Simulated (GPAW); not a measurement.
# How the form of the self-energy moves the gap of Mg3TeS2 (ordered alloy, started on the rocksalt lattice) (P-3m1)

Wanted: the gap of Mg3TeS2 (ordered alloy, started on the rocksalt lattice) (P-3m1) under several approximations, with cost.

Program: GPAW 26.7.0. Level of theory: LDA and many-body steps on it, plane waves. Results are calculated unless marked as measured.

This is a report of a sequence of runs, with most program output left out.

The structure was built from a prototype and need not be the compound's stable phase.

## (1) The starting structure

It takes space group P-3m1 (No. 164, trigonal). Conventional cell: a = 3.801 Å, b = 3.801 Å, c = 9.299 Å, α = 90.00°, β = 90.00°, γ = 120.00°. S has 6 Mg at 2.62 Å nearest. Nearest to Mg lie 6 S at 2.62 Å. Nearest to Mg lie 3 S at 2.62 Å and 3 Te at 2.83 Å. Te has 6 Mg at 2.83 Å nearest. Farther neighbours and most contacts between anions are not listed.

Coordinates:

```xyz
6
Lattice="3.8012 0.0000 0.0000 -1.9006 3.2920 0.0000 0.0000 0.0000 9.2994" Properties=species:S:1:pos:R:3 pbc="T T T"
S     1.9006    1.0973    6.0848
Mg   -1.9006    3.2920    4.6497
S     0.0000    2.1946    3.2146
Mg    1.9006    1.0973    1.7829
Te   -1.9006    3.2920    0.0000
Mg    0.0000    2.1946    7.5165
```

The structure was relaxed with LDA. The structure type comes from a generator and need not be one that this composition takes. The runs that relaxed it are not among those shown. Spin-orbit coupling is left out unless a step names it.

## (2) Empty states on the mesh, 3×3×2 mesh, 401 bands

This step: GPAW 26.7.0; DFT, LDA, plane waves, PAW.

The sums over transitions need many empty states on a uniform mesh; this step solves for them.

Input file run.py:

```python
import json
import numpy as np
from gpaw.mpi import world
from gpaw import GPAW

calc = GPAW('gs.gpw').fixed_density(kpts={'size': (3, 3, 2), 'gamma': True},
    parallel={'domain': 1, 'band': 1},
    txt='nscf.txt')
calc.diagonalize_full_hamiltonian(nbands=401)
calc.write('full.gpw', mode='all')
res = {}
kpts = calc.get_ibz_k_points()
res['kpts'] = kpts
res['eigenvalues'] = [calc.get_eigenvalues(kpt=k) for k in range(len(kpts))]
res['n_electrons'] = calc.get_number_of_electrons()

if world.rank == 0:
    with open('result.json', 'w') as f:
        json.dump(res, f, default=lambda x: x.tolist())
```

Run with:

```console
$ mpirun -n 6 gpaw python run.py
```

Wall time 20 s (6 MPI ranks of Arm Neoverse V1, shared host); peak memory 3.5 GiB.

Numbers from this step:

```
gap                                                           : 1.021 eV
k of the valence top                                          : 0, 0, 0
k of the conduction bottom                                    : 0.3333, 0, 0
least direct gap                                              : 1.029 eV
k points computed                                             : 6
lowest point of the top converged band, above the valence top : 113.2686 eV
```

On this mesh the gap is 1.021 eV.

## (3) G0W0, Godby-Needs plasmon pole

G0W0 replaces the xc potential by the self-energy, built once from these orbitals. Only a window of levels is corrected, while the sums run over the empty bands that the input names.

This step: G0W0 on LDA, plane waves, PAW.

Input file run.py:

```python
import json
import numpy as np
from gpaw.mpi import world
from gpaw.response.g0w0 import G0W0

gw = G0W0('full.gpw',
    filename='gw',
    kpts=[0, 2],
    bands=(22, 26),
    ecut=78,
    nbands=182,
    integrate_gamma='WS',
    ppa=True)
gw.calculate()
res = {mode: {k: v for k, v in r.items() if k != 'sigma_eskwn'}
       for mode, r in gw.all_results.items()}

if world.rank == 0:
    with open('result.json', 'w') as f:
        json.dump(res, f, default=lambda x: x.tolist())
```

Run with:

```console
$ mpirun -n 8 gpaw python run.py
```

Run time: 19 s. Hardware: 8 MPI ranks; peak memory 3 GiB.

This step gave:

- G0W0 gap on the points computed: 2.023 eV
- least direct G0W0 gap on the computed points: 2.095 eV
- Z at the valence top: 0.8003
- Z at the conduction bottom: 0.8095
- starting gap on the mesh: 1.021 eV
- k of the valence top: 0, 0, 0
- k of the conduction bottom: 0.3333, 0, 0

The gap on the mesh goes from 1.02 eV to 2.02 eV, a correction of +1.00 eV.

## (4) One-shot HSE06

This step: one-shot HSE06 levels on LDA orbitals, plane waves, PAW.

Input file run.py:

```python
import json
import numpy as np
from gpaw.mpi import world
from gpaw.hybrids.eigenvalues import non_self_consistent_eigenvalues

dft, vxc, vxc_hyb = non_self_consistent_eigenvalues('full.gpw', 'HSE06', 22, 26, kpt_indices=[0, 2])
res = {'dft': dft[0], 'hybrid': (dft - vxc + vxc_hyb)[0]}
if world.rank == 0:
    with open('hybrid.txt', 'w') as f:
        for k, e0, e1 in zip([0, 2], res['dft'], res['hybrid']):
            print(k, ' '.join(f'{x:9.4f}' for x in e0), '|', ' '.join(f'{x:9.4f}' for x in e1), file=f)

if world.rank == 0:
    with open('result.json', 'w') as f:
        json.dump(res, f, default=lambda x: x.tolist())
```

Run with:

```console
$ mpirun -n 8 gpaw python run.py
```

The job ended after 3 s (8 MPI ranks; peak memory 0.93 GiB).

This step gave:

```
starting gap on the mesh                       : 1.021 eV
hybrid gap on the mesh                         : 1.943 eV
least direct hybrid gap on the computed points : 1.982 eV
```

## (5) G0W0, extrapolated in the cutoff

This step: G0W0 on LDA, plane waves, PAW.

Input file run.py:

```python
import json
import numpy as np
from gpaw.mpi import world
from gpaw.response.g0w0 import G0W0

gw = G0W0('full.gpw',
    filename='gw',
    kpts=[0, 2],
    bands=(22, 26),
    ecut=130.0,
    integrate_gamma='WS',
    ppa=True,
    ecut_extrapolation=True)
gw.calculate()
res = {mode: {k: v for k, v in r.items() if k != 'sigma_eskwn'}
       for mode, r in gw.all_results.items()}

if world.rank == 0:
    with open('result.json', 'w') as f:
        json.dump(res, f, default=lambda x: x.tolist())
```

Run with:

```console
$ mpirun -n 8 gpaw python run.py
```

Elapsed: 1.9 min, on 8 MPI ranks; peak memory 3.9 GiB; 15 min of CPU time.

This step gave:

```
quasiparticle gap on the points computed              : 2.174 eV
least direct quasiparticle gap on the computed points : 2.174 eV
Z at the valence top                                  : 0.7979
Z at the conduction bottom                            : 0.8048
starting gap on the mesh                              : 1.021 eV
k of the valence top                                  : 0, 0, 0
k of the conduction bottom                            : 0, 0, 0
gaps at the cutoffs of the extrapolation              : 2.093, 2.104, 2.115 eV
```

Against G0W0 in GPAW (3×3×2 mesh, 182 bands, screening to 78 eV, Godby-Needs plasmon pole), the gap moves by +0.152 eV.

## (6) One-shot Hartree-Fock

This step: one-shot Hartree-Fock levels on LDA orbitals, plane waves, PAW.

Input file run.py:

```python
import json
import numpy as np
from gpaw.mpi import world
from gpaw.hybrids.eigenvalues import non_self_consistent_eigenvalues

dft, vxc, vxc_hyb = non_self_consistent_eigenvalues('full.gpw', 'EXX', 22, 26, kpt_indices=[0, 2])
res = {'dft': dft[0], 'hybrid': (dft - vxc + vxc_hyb)[0]}
if world.rank == 0:
    with open('hybrid.txt', 'w') as f:
        for k, e0, e1 in zip([0, 2], res['dft'], res['hybrid']):
            print(k, ' '.join(f'{x:9.4f}' for x in e0), '|', ' '.join(f'{x:9.4f}' for x in e1), file=f)

if world.rank == 0:
    with open('result.json', 'w') as f:
        json.dump(res, f, default=lambda x: x.tolist())
```

Run with:

```console
$ mpirun -n 8 gpaw python run.py
```

Run time: 3 s. Hardware: 8 MPI ranks; peak memory 0.95 GiB.

Numbers from this step:

```yaml
starting_gap_on_the_mesh: 1.021 eV
hybrid_gap_on_the_mesh: 7.425 eV
least_direct_hybrid_gap_on_the_computed_points: 7.616 eV
```

## (7) G0W0, full frequency, Hilbert transform

This step: G0W0 on LDA, plane waves, PAW.

Input file run.py:

```python
import json
import numpy as np
from gpaw.mpi import world
from gpaw.response.g0w0 import G0W0

gw = G0W0('full.gpw',
    filename='gw',
    kpts=[0, 2],
    bands=(22, 26),
    ecut=78,
    nbands=182,
    integrate_gamma='WS',
    frequencies={'type': 'nonlinear', 'domega0': 0.1, 'omega2': 15.0},
    eta=0.1,
    nblocksmax=True)
gw.calculate()
res = {mode: {k: v for k, v in r.items() if k != 'sigma_eskwn'}
       for mode, r in gw.all_results.items()}

if world.rank == 0:
    with open('result.json', 'w') as f:
        json.dump(res, f, default=lambda x: x.tolist())
```

Run with:

```console
$ mpirun -n 8 gpaw python run.py
```

Run time: 48 s. Hardware: 8 MPI ranks; peak memory 3 GiB; 6.4 min of CPU time.

This step gave:

* G0W0 gap on the points computed: 2.029 eV
* least direct G0W0 gap on the computed points: 2.102 eV
* starting gap on the mesh: 1.021 eV
* k of the valence top: 0, 0, 0
* k of the conduction bottom: 0.3333, 0, 0

Against G0W0 in GPAW (3×3×2 mesh, 182 bands, screening to 78 eV, Godby-Needs plasmon pole), the gap moves by +0.007 eV.

## (8) Side by side

Times are wall times on 8 MPI ranks of Arm Neoverse V1, shared host, good to a factor of about two.

```
                                    run   mesh  bands  screening cutoff (eV)  DFT gap (eV)  gap on the mesh (eV)  direct (eV)     time
         G0W0, Godby-Needs plasmon pole  3×3×2    182                     78         1.021                 2.023        2.095     19 s
                         one-shot HSE06  3×3×2      -                      -         1.021                 1.943        1.982      3 s
       G0W0, extrapolated in the cutoff  3×3×2      -                    130         1.021                 2.174        2.174  1.9 min
                  one-shot Hartree-Fock  3×3×2      -                      -         1.021                 7.425        7.616      3 s
G0W0, full frequency, Hilbert transform  3×3×2    182                     78         1.021                 2.029        2.102     48 s
```

## (9) Results

| Item | Value |
| --- | --- |
| G0W0, Godby-Needs plasmon pole | 2.023 eV |
| one-shot HSE06 | 1.943 eV |
| G0W0, extrapolated in the cutoff | 2.174 eV |
| one-shot Hartree-Fock | 7.425 eV |
| G0W0, full frequency, Hilbert transform | 2.029 eV |
| known limits | not at the basis limit; no spin-orbit coupling; coarse k mesh |

In words: One-shot HSE06: −0.080 eV against G0W0, Godby-Needs plasmon pole. G0W0, extrapolated in the cutoff: +0.152 eV against G0W0, Godby-Needs plasmon pole, at other bands or cutoff, so not like for like. One-shot Hartree-Fock: +5.402 eV against G0W0, Godby-Needs plasmon pole. G0W0, full frequency, Hilbert transform: +0.007 eV against G0W0, Godby-Needs plasmon pole. Bare exchange alone opens the gap to 7.42 eV; against G0W0, correlation takes back 5.40 eV. One-shot hybrid levels are evaluated on the LDA orbitals. Bands and cutoff are finite, so the gap is not at the basis limit. The miss can reach some tenths of an eV and take either sign; the mesh is an error of its own. These stock PAW sets were not made for GW; the filled d or f shell of Te lies in the frozen core, which bears on start and correction. In the G0W0 runs levels were corrected at 2 k points alone, so a gap called «on the mesh» is the least over those, and an edge elsewhere would be missed. The program warns of a poor linear fit in the extrapolation of some level, so the extrapolated values are rough. A denser mesh or path gives a starting gap of 0.17 eV: the GW mesh misses a band edge, so its gaps are not the fundamental one. The 3×3×2 mesh is coarse for this cell, which bears on the long-range parts of exchange and screening. The many-body steps are scalar-relativistic: spin-orbit coupling is not in them.

[Paths, hosts, dates, memory and timing lines, banners, echoed tables and standing remarks are left out of the program output.]

[Logs are printed without paths, hosts, clocks, repeated set-up lines and the standing remarks that a program may print on its own settings, such as how far it seeks lower states.]

[Runs of the session that timed out or met a known fault of the program may be left out.]

[Hosts, paths, dates, database ids (printed as entryN), source tags and the programs' standing remarks are cut or masked in the printed files.]
